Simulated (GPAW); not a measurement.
**MoS2 (R3m): refractive index against wavelength**

The refractive index of MoS2 (R3m) along x below the direct gap (1.87 eV on the mesh) is read from one computed spectrum, n = √(Re ε). x, y and z are the Cartesian axes of the input cell.

Cell: a, b, c = 6.415, 6.415, 6.415 Å (primitive vectors), 3 atoms.

Method: GPAW 26.7.0, LDA, RPA, k-mesh 11×11×11, local fields up to 50 eV, Lorentzian half width 0.15 eV.

Launch of the response step: `OMP_NUM_THREADS=1 python df.py`. The run took 13.7 min, its band step included, on 1 thread of Arm Neoverse V1, with other jobs on the host.

```
wavelength (nm)  photon energy E (eV)       n
           3000                 0.413  3.7575
           2000                 0.620  3.7934
           1550                 0.800  3.8392
           1310                 0.946  3.8885
           1064                 1.165       ?
```

In the single-oscillator model n² − 1 = E₀E_d/(E₀² − E²), so 1/(n² − 1) = E₀/E_d − E²/(E₀E_d) is linear in E².

Working, on the rows shown:

| x = E² (eV²) | y = 1/(n² − 1) |
| --- | --- |
| 0.170801 | 0.0762264 |
| 0.384302 | 0.0746832 |
| 0.639837 | 0.0727831 |
| 0.895757 | 0.0708194 |

Means: x̄ = 0.52267, ȳ = 0.073628. Σ(x − x̄)(y − ȳ) = -0.002207, Σ(x − x̄)² = 0.2959. Slope = -0.002207 / 0.2959 = -0.00746; intercept = ȳ − slope · x̄ = 0.077527. Turned back into n, the line misses the rows shown by at most 0.00071.

**Question.** Predict the last column of the withheld row from the fit.

**Answer.** At x = 1.3578 the line gives y = 0.067398, that is 3.9796. The run gave 3.9880, so the extrapolation is off by 0.0084, 4 % of the range in the table.

Refitted with all rows, the slope is -0.007696 and the intercept 0.07763. These give E₀ = √(intercept/−slope) = 3.18 eV and E_d = E₀/intercept = 40.9 eV; E₀ is 1.7 times the direct gap. The electronic limit at long wavelengths, without lattice vibrations, is n = √(1 + 1/intercept) = 3.726. Excitons are left out; LDA gaps are as a rule too small. The values come from a sum over the points of one k-mesh and carry its error, which grows as the direct gap shrinks. This version of GPAW has incomplete matrix elements in the optical limit, which can lower ε − 1 by up to a tenth where first-row anions or d states rule. Spin-orbit coupling is left out.

[Logs are printed without paths, hosts, clocks, repeated set-up lines and the standing remarks that a program may print on its own settings, such as how far it seeks lower states.]
